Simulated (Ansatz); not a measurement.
# Decaying states in the gap of K2AlAgCl3F3, part 3 of 3

Wanted: the relaxed cell of K2AlAgCl3F3, its band edges and its decay constants. It is built by putting F for part of the Cl in the K2AlAgCl6 structure of space group Fm-3m, with the volume rescaled by atomic radii. The parent structure comes from the Materials Project.

Ansatz 0.2.0; PBE DFT, plane waves, PAW files (the session's first sound run).

So far, gap on path (eV): step 3 (the bulk crystal and its band edges) 2.68.

The structure was built from a prototype and need not be the compound's stable phase.

## Step 6: Decaying states in the gap, plane (101), k-mesh 4×4×4

Level of this step: PBE DFT, plane waves, PAW files; complex bands by layer matching along the plane's normal (Ansatz).

The same for the (101) plane, at (0, 0) and (0.5, 0), to see how the decay depends on direction.

The input, input.yaml:

```yaml
crystal:
  lattice:
    - [6.855210314, 0.0, 0.0]
    - [3.427605157, 5.636654135, 0.0]
    - [3.427605157, 2.084299804, 5.558878093]
  atoms:
    - { symbol: K, position: [0.2483963507, 0.254810948, 0.2483963507] }
    - { symbol: K, position: [0.7665832724, 0.7002501828, 0.7665832724] }
    - { symbol: Al, position: [0.9799054138, 0.0602837585, 0.9799054138] }
    - { symbol: Ag, position: [0.5143731655, 0.4568805036, 0.5143731655] }
    - { symbol: Cl, position: [0.2351881834, 0.7724072201, 0.2351881834] }
    - { symbol: F, position: [0.1767253715, 0.2368509823, 0.7932118231] }
    - { symbol: F, position: [0.7932118231, 0.2368509823, 0.7932118231] }
    - { symbol: Cl, position: [0.2351881834, 0.7724072201, 0.7572164132] }
    - { symbol: F, position: [0.7932118231, 0.2368509823, 0.1767253715] }
    - { symbol: Cl, position: [0.7572164132, 0.7724072201, 0.2351881834] }
kpoints:
  mp_grid: { grid: [4, 4, 4] }
scf:
  occupations: { method: fixed }
hamiltonian:
  xc: pbe
output:
  eigenvalues: true
  transmission:
    leads: [[0, 0]]
    kpoints: [[0.0, 0.0], [0.5, 0.0]]
    e_range: [-1.0, 3.68]
    de: 0.12
```

Command:

```sh
$ ansatz run input.yaml --threads 2 --pin off --max-ram 4096MiB --backend cpu --events-out ev --progress --plain --runs-dir out
```

Numbers of over 12 decimals in the logs are rounded to 6 here.

The log of the run:

```text
[...]
Crystal: 10 atoms, lattice volume = 214.798 Å³
Basis set: ecut = 420 eV, 4193 PW (Γ)
Bands: 51, of which v1, the nominal top of the filled ones, is band 41 counted from 1 (40 counted from 0)
Symmetry: 6 space group operations
[...]
k-points: 13 of 64 (time reversal used)
[...]
SCF iter   1: F=—  HF=-16880.044278 eV  |F-HF|=—  |Δ(HF+E_count)|=         —  Δρ=1.21e-3  dr2=4.32e-3  ethr=1.77e-3  ⟨swp⟩=5.3  Hψ=2267  notcnv=0  defer=99
[...]
SCF iter   7: F=-16880.044316 eV  HF=-16880.044316 eV  |F-HF|=2.13e-8  |Δ(HF+E_count)|=   2.99e-7  Δρ=5.54e-6  dr2=6.34e-8  ethr=1.22e-10  ⟨swp⟩=16.2  Hψ=3167  notcnv=0
SCF 1 converged in 7 iterations: F = -16880.044316 eV  dr2 = 6.34e-8
[...]
transmission: 7 of 14 steps passed
transmission: 14 of 14 steps passed
SCF converged after 7 iterations
Free energy (F): -16880.044316 eV
[...]
Internal energy: -16880.044316 eV  (E = F + TS)
E sigma→0 (E₀):  -16880.044316 eV
Fermi energy:    2.980985 eV
[...]
--- Band table (eV; the first three rows and the last of 13) ---
  k-point 0: bands = [... 37 lower, 2.3422, 2.5315, 2.9810, 2.9810, 5.6624, 8.2764, 9.5172, 9.5172, ... 6 higher]
  k-point 1: bands = [... 37 lower, 2.2939, 2.4005, 2.6668, 2.9186, 6.1966, 8.6847, 9.1259, 9.9061, ... 6 higher]
  k-point 2: bands = [... 37 lower, 2.2451, 2.2876, 2.4762, 2.8754, 6.7928, 8.5618, 9.6804, 10.2577, ... 6 higher]
  k-point 12: bands = [... 37 lower, 2.2452, 2.2493, 2.3613, 2.8075, 7.0415, 9.3355, 9.9315, 10.1287, ... 6 higher]
--- Transmission ---
  basis      : 337 plane waves across, 7 finite elements along
  points     : 2, as listed
[...]
crystal 0  : Ag1Cl3K2F3Al1, at the sites [0, 0], period 5.5589 Å: whole cells are its period
[...]
channels       : 0.000000e0 a spin
[...]
slowest decay  : 0.2849 /Å at (0.0000, 0.0000)
```

It took 74 s on 2 threads of Arm Neoverse V2, shared host; peak memory 1.1 GiB.

Numbers from this step:

| Property | Result |
| --- | --- |
| decay constant at the filling level, zone centre | 0.2849 Å⁻¹ |
| decay constant at the filling level, slowest listed point | 0.2849 Å⁻¹ |

K parallel (0, 0); values up to 1.5 1/Å, a degenerate pair printed once or twice; energies at which all values exceed this have no row. Im kz of the slowest decaying states against energy, zero at the highest filled level on the SCF mesh:

```
energy (eV)  decay 1 (Å⁻¹)  decay 2 (Å⁻¹)  decay 3 (Å⁻¹)  decay 4 (Å⁻¹)
      -1.00          0.411          0.411          0.434          0.446
      -0.76          0.162          0.235          0.438          0.456
      -0.52         0.0831          0.260          0.335          0.471
      -0.28          0.283          0.403          0.485          0.486
      -0.04          0.473          0.482          0.496          0.584
       0.20          0.167          0.300          0.504          0.515
       0.44          0.226          0.373          0.509          0.543
       0.68          0.259          0.416          0.512          0.561
       0.92          0.277          0.445          0.514          0.573
       1.16          0.285          0.467          0.513          0.581
       1.40          0.285          0.484          0.511          0.584
       1.52          0.282          0.491          0.510          0.585
       1.76          0.268          0.502          0.506          0.585
       2.00          0.245          0.502          0.510          0.582
       2.24          0.208          0.496          0.516          0.578
       2.48          0.148          0.489          0.520          0.571
       2.72          0.480          0.521          0.563          0.662
       2.96          0.470          0.520          0.554          0.656
       3.20          0.457          0.518          0.544          0.648
       3.44          0.441          0.514          0.533          0.638
       3.68          0.422          0.508          0.521          0.626
```

K parallel (0.5, 0); values up to 1.5 1/Å, a degenerate pair printed once or twice; energies at which all values exceed this have no row. Table of Im kz of the slowest decaying states by energy, zero at the highest filled level on the SCF mesh:

```
energy (eV)  decay 1 (Å⁻¹)  decay 2 (Å⁻¹)  decay 3 (Å⁻¹)  decay 4 (Å⁻¹)
      -1.00          0.179          0.335          0.354          0.511
      -0.76         0.0707          0.397          0.427          0.487
      -0.52          0.235          0.321          0.504          0.526
      -0.28          0.142          0.439          0.608          0.693
      -0.04          0.103          0.141          0.495          0.651
       0.20          0.260          0.287          0.537          0.627
       0.44          0.318          0.362          0.576          0.611
       0.68          0.357          0.412          0.603          0.781
       0.92          0.386          0.448          0.610          0.795
       1.16          0.408          0.476          0.614          0.805
       1.40          0.425          0.499          0.615          0.812
       1.52          0.432          0.508          0.614          0.816
       1.76          0.443          0.524          0.611          0.804
       2.00          0.451          0.537          0.605          0.786
       2.24          0.458          0.547          0.596          0.772
       2.48          0.463          0.554          0.582          0.758
       2.72          0.472          0.542          0.559          0.582
       2.96          0.479          0.562          0.594          0.727
       3.20          0.447          0.562          0.595          0.711
       3.44          0.404          0.561          0.593          0.694
       3.68          0.285          0.372          0.556          0.588
```

At the listed wavevectors the last open channel is at -0.04 eV and the next at +2.72 eV on the grid. At +1.40 eV, the grid energy nearest the filling level (the middle of the gap on the SCF mesh), the slowest state at the listed wavevectors decays with κ = 0.285 Å⁻¹, its amplitude falling by e over 3.5 Å; the first such run, plane (001), gave 0.338 Å⁻¹.

## Step 7: Band edges at another level, cutoff 500 eV

This step: r2SCAN DFT, plane waves, PAW files (Ansatz 0.2.0).

The edges again with r2SCAN, at the same atoms. Against that run the cutoff is 500 eV against 420.

The input, input.yaml:

```yaml
crystal:
  lattice:
    - [0.0, 4.8473656992, 4.8473656992]
    - [4.8473656992, 0.0, 4.8473656992]
    - [4.6629572412, 4.6629572412, 0.1844084581]
  atoms:
    - { symbol: K, position: [0.7516036493, 0.7516036493, 0.745189052] }
    - { symbol: K, position: [0.2334167276, 0.2334167276, 0.2997498172] }
    - { symbol: Al, position: [0.0200945862, 0.0200945862, -0.0602837585] }
    - { symbol: Ag, position: [0.4856268345, 0.4856268345, 0.5431194964] }
    - { symbol: Cl, position: [0.7648118166, 0.2427835868, 0.2275927799] }
    - { symbol: F, position: [0.2067881769, 0.2067881769, 0.7631490177] }
    - { symbol: F, position: [0.2067881769, 0.8232746285, 0.7631490177] }
    - { symbol: Cl, position: [0.2427835868, 0.7648118166, 0.2275927799] }
    - { symbol: F, position: [0.8232746285, 0.2067881769, 0.7631490177] }
    - { symbol: Cl, position: [0.7648118166, 0.7648118166, 0.2275927799] }
kpoints:
  mp_grid: { grid: [4, 4, 4] }
  band_path: { path: [VBM, CBM], npoints: 30 }
scf:
  occupations: { method: fixed }
hamiltonian:
  xc: r2scan
output:
  eigenvalues: true
```

The log of the run:

```text
[...]
Crystal: 10 atoms, lattice volume = 214.798 Å³
Basis set: ecut = 500 eV, 5467 PW (Γ), exchange–correlation on 200×200×200 points (64 copies of the dense FFT grid, shifted against one another)
Bands: 51, of which v1, the nominal top of the filled ones, is band 41 counted from 1 (40 counted from 0)
Symmetry: 6 space group operations
[...]
k-points: 13 of 64 (time reversal used)
[...]
SCF iter   1: F=—  HF=-16923.958534 eV  |F-HF|=—  |Δ(HF+E_count)|=         —  Δρ=6.68e-3  dr2=8.34e-2  dr2_τ=1.37e-1  ethr=1.77e-3  ⟨swp⟩=5.0  Hψ=2271  notcnv=0  defer=100
[...]
SCF iter   8: F=-16924.104930 eV  HF=-16924.104930 eV  |F-HF|=2.02e-9  |Δ(HF+E_count)|=   6.15e-9  Δρ=1.65e-6  dr2=6.20e-9  dr2_τ=6.83e-10  ethr=1.22e-10  ⟨swp⟩=3.0  Hψ=1319  notcnv=0
SCF 1 converged in 8 iterations: F = -16924.104930 eV  dr2 = 6.20e-9
[...]
SCF converged after 8 iterations
Free energy (F): -16924.104930 eV
[...]
Internal energy: -16924.104930 eV  (E = F + TS)
E sigma→0 (E₀):  -16924.104930 eV
Fermi energy:    2.625485 eV
[...]
--- Band table (eV; the first three rows and the last of 13) ---
  k-point 0: bands = [... 37 lower, 1.9419, 2.1205, 2.6255, 2.6255, 5.9167, 8.4995, 9.7076, 9.7076, ... 6 higher]
  k-point 1: bands = [... 37 lower, 1.8539, 2.0964, 2.5948, 2.5948, 6.4258, 8.5757, 10.1550, 10.1775, ... 6 higher]
  k-point 2: bands = [... 37 lower, 1.7777, 2.0719, 2.5672, 2.5672, 6.9190, 8.8517, 9.8126, 10.5911, ... 6 higher]
  k-point 12: bands = [... 37 lower, 1.8606, 1.8878, 2.0034, 2.4602, 7.2151, 9.6831, 10.1693, 10.4009, ... 6 higher]
```

Wall time 56 s (2 threads); peak memory 0.94 GiB; 1.9 min of CPU time.

Numbers from this step:

- free energy: -16924.1049 eV
- Fermi energy: 2.625 eV
- gap on the k-mesh: 3.291 eV
- gap on path: 3.291 eV, by band count; negative where bands overlap
- direct gap on path: 3.291 eV

Levels at VBM (eV): -5.95, -4.41, -4.41, -4.29, -3.58, -3.58, -3.34, -3.30, -3.30, -2.49, -2.24, -2.24, -1.88, -1.88, -1.80, -1.20, -1.13, -1.13, -0.68, -0.68, -0.51, 0.00, 0.00, 3.29, 5.87, 7.08, 7.08, 7.53.

The searched edges give 3.29 eV, as on the mesh.

Between step 3 and this run (r2SCAN and cutoff 500 eV) the value for the gap on path moves from 2.68 eV to 3.29 eV.

## Step 8: Complex bands at another level, cutoff 500 eV

This step: r2SCAN DFT, plane waves, PAW files; complex bands by layer matching along the plane's normal (Ansatz 0.2.0).

The complex bands at that level, over its own gap, at (0, 0) and (0.5, 0).

The input, input.yaml:

```yaml
crystal:
  lattice:
    - [6.855210314, 0.0, 0.0]
    - [3.427605157, 5.93678628, 0.0]
    - [0.0, 3.95785752, 5.277850964]
  atoms:
    - { symbol: K, position: [0.2483963507, 0.5032072987, 0.745189052] }
    - { symbol: K, position: [0.7665832724, 0.4668334552, 0.2997498172] }
    - { symbol: Al, position: [0.9799054138, 0.0401891723, 0.9397162415] }
    - { symbol: Ag, position: [0.5143731655, 0.9712536691, 0.5431194964] }
    - { symbol: Cl, position: [0.7572164132, 0.0075954035, 0.2275927799] }
    - { symbol: F, position: [0.7932118231, 0.4135763538, 0.7631490177] }
    - { symbol: F, position: [0.1767253715, 0.0300628054, 0.7631490177] }
    - { symbol: Cl, position: [0.2351881834, 0.0075954035, 0.2275927799] }
    - { symbol: F, position: [0.7932118231, 0.0300628054, 0.7631490177] }
    - { symbol: Cl, position: [0.2351881834, 0.5296236333, 0.2275927799] }
kpoints:
  mp_grid: { grid: [6, 6, 6] }
scf:
  occupations: { method: fixed }
hamiltonian:
  xc: r2scan
output:
  eigenvalues: true
  transmission:
    leads: [[0, 0]]
    kpoints: [[0.0, 0.0], [0.5, 0.0]]
    e_range: [-1.0, 4.29]
    de: 0.13
```

The log of the run:

```text
[...]
Crystal: 10 atoms, lattice volume = 214.798 Å³
Basis set: ecut = 500 eV, 5467 PW (Γ), exchange–correlation on 200×200×200 points (64 copies of the dense FFT grid, shifted against one another)
Bands: 51, of which v1, the nominal top of the filled ones, is band 41 counted from 1 (40 counted from 0)
Symmetry: 6 space group operations
[...]
k-points: 32 of 216 (time reversal used)
[...]
SCF iter   1: F=—  HF=-16923.958633 eV  |F-HF|=—  |Δ(HF+E_count)|=         —  Δρ=6.68e-3  dr2=8.34e-2  dr2_τ=1.37e-1  ethr=1.77e-3  ⟨swp⟩=5.0  Hψ=5575  notcnv=0  defer=250
[...]
SCF iter   8: F=-16924.104974 eV  HF=-16924.104974 eV  |F-HF|=2.07e-9  |Δ(HF+E_count)|=   4.73e-9  Δρ=1.65e-6  dr2=6.23e-9  dr2_τ=7.11e-10  ethr=1.22e-10  ⟨swp⟩=3.0  Hψ=3234  notcnv=0
SCF 1 converged in 8 iterations: F = -16924.104974 eV  dr2 = 6.23e-9
[...]
transmission: 8 of 16 steps passed
transmission: 16 of 16 steps passed
SCF converged after 8 iterations
Free energy (F): -16924.104974 eV
[...]
Internal energy: -16924.104974 eV  (E = F + TS)
E sigma→0 (E₀):  -16924.104974 eV
Fermi energy:    2.625473 eV
[...]
--- Band table (eV; the first three rows and the last of 32) ---
  k-point 0: bands = [... 37 lower, 1.9418, 2.1204, 2.6255, 2.6255, 5.9167, 8.4995, 9.7076, 9.7076, ... 6 higher]
  k-point 1: bands = [... 37 lower, 1.8965, 2.1084, 2.6096, 2.6096, 6.1724, 8.5278, 9.9362, 9.9362, ... 6 higher]
  k-point 2: bands = [... 37 lower, 1.8141, 2.0841, 2.5806, 2.5806, 6.6761, 8.6643, 10.0374, 10.4122, ... 6 higher]
  k-point 31: bands = [... 37 lower, 1.8508, 1.8891, 2.0137, 2.4139, 7.1560, 9.4214, 10.2233, 10.4219, ... 6 higher]
--- Transmission ---
  basis      : 433 plane waves across, 8 finite elements along
  points     : 2, as listed
[...]
channels       : 0.000000e0 a spin
[...]
slowest decay  : 0.3822 /Å at (0.0000, 0.0000)
```

The job ended after 2.5 min (2 threads; peak memory 2.2 GiB; 4.9 min of CPU time).

This step gave:

| Quantity | Value |
| --- | --- |
| free energy | -16924.1050 eV |
| level to which the leads are filled | 1.646 eV from the Fermi level |
| decay constant at the filling level, zone centre | 0.3822 Å⁻¹ |
| decay constant at the filling level, slowest listed point | 0.3822 Å⁻¹ |

K parallel (0, 0); values up to 1.5 1/Å, a degenerate pair printed once or twice; energies at which all values exceed this have no row. Im kz of the slowest decaying states against energy, zero at the highest filled level on the SCF mesh:

```
energy (eV)  decay 1 (Å⁻¹)  decay 2 (Å⁻¹)  decay 3 (Å⁻¹)  decay 4 (Å⁻¹)
      -1.00          0.325          0.420          0.559          0.582
      -0.74          0.360          0.528          0.613          0.675
      -0.61          0.222          0.350          0.372          0.627
      -0.35          0.391          0.406          0.518          0.643
      -0.22          0.398          0.460          0.535          0.627
       0.04          0.262          0.408          0.577          0.657
       0.30          0.413          0.470          0.661          0.665
       0.43          0.414          0.500          0.663          0.684
       0.69          0.414          0.538          0.664          0.704
       0.82          0.412          0.552          0.664          0.711
       1.08          0.406          0.573          0.663          0.721
       1.34          0.396          0.587          0.660          0.729
       1.47          0.390          0.593          0.658          0.731
       1.73          0.374          0.602          0.654          0.736
       1.86          0.364          0.605          0.651          0.738
       2.12          0.341          0.608          0.645          0.740
       2.38          0.311          0.610          0.638          0.742
       2.51          0.293          0.609          0.634          0.742
       2.77          0.248          0.607          0.625          0.742
       2.90          0.219          0.605          0.620          0.741
       3.16          0.132          0.599          0.609          0.740
       3.42          0.591          0.598          0.737          0.882
       3.55          0.586          0.591          0.735          0.870
       3.81          0.576          0.577          0.731          0.845
       3.94          0.569          0.570          0.728          0.832
       4.20          0.554          0.555          0.722          0.804
```

K parallel (0.5, 0); values up to 1.5 1/Å, a degenerate pair printed once or twice; energies at which all values exceed this have no row. Table of Im kz of the slowest decaying states by energy, zero at the highest filled level on the SCF mesh:

```
energy (eV)  decay 1 (Å⁻¹)  decay 2 (Å⁻¹)  decay 3 (Å⁻¹)  decay 4 (Å⁻¹)
      -1.00          0.243          0.360          0.431          0.572
      -0.61          0.334          0.488          0.545          0.576
      -0.22          0.307          0.570          0.576          0.660
       0.04          0.398          0.401          0.665          0.674
       0.17          0.431          0.502          0.646          0.678
       0.43          0.483          0.597          0.626          0.694
       0.82          0.553          0.596          0.674          0.721
       1.21          0.586          0.727          0.736          0.741
       1.60          0.590          0.734          0.755          0.768
       1.99          0.587          0.729          0.765          0.784
       2.38          0.576          0.722          0.771          0.783
       2.77          0.559          0.711          0.773          0.780
       3.03          0.542          0.703          0.772          0.775
       3.42          0.507          0.688          0.767          0.770
       3.81          0.453          0.670          0.756          0.764
       4.20          0.347          0.649          0.742          0.756
```

At the listed wavevectors the last open channel is at -0.09 eV and the next at +3.42 eV on the grid. At +1.60 eV, the grid energy nearest the filling level (the middle of the gap on the SCF mesh), the slowest state at the listed wavevectors decays with κ = 0.382 Å⁻¹, its amplitude falling by e over 2.6 Å; the first such run, plane (001), gave 0.338 Å⁻¹.

## Step 9: Outcome

| Item | Value |
| --- | --- |
| band gap | 2.68 eV |
| least decay constant at mid-gap, normal to (001) | 0.338 Å⁻¹ |
| least decay constant at mid-gap, normal to (101) | 0.285 Å⁻¹ |
| least decay constant on a mesh, normal to (001) | 0.343 Å⁻¹ |
| least decay constant, r2SCAN | 0.382 Å⁻¹ |

In words: With PBE, the slowest decay at the wavevectors tried is κ = 0.285 Å⁻¹, normal to (101). Through such a film the transmission near mid-gap falls as exp(−2κd), a factor of ten every 4.0 Å. The decay depends on direction: 1.2 times faster normal to (001). A free electron under a barrier of half the gap would need a mass of 0.23 mₑ to decay at this rate. With r2SCAN the gap goes from 2.68 to 3.29 eV and the decay constant, over the first 2 listed wavevectors, from 0.338 to 0.382 Å⁻¹. The compound is made up by substitution; its stability against other phases and against distortions of the cell's symmetry was not tested. A semilocal functional narrows gaps, so real decay constants are likely larger.

[Logs are printed without paths, hosts, clocks, repeated set-up lines and the standing remarks that a program may print on its own settings, such as how far it seeks lower states.]

[Hosts, paths, dates, database ids (printed as entryN), source tags and the programs' standing remarks are cut or masked in the printed files.]
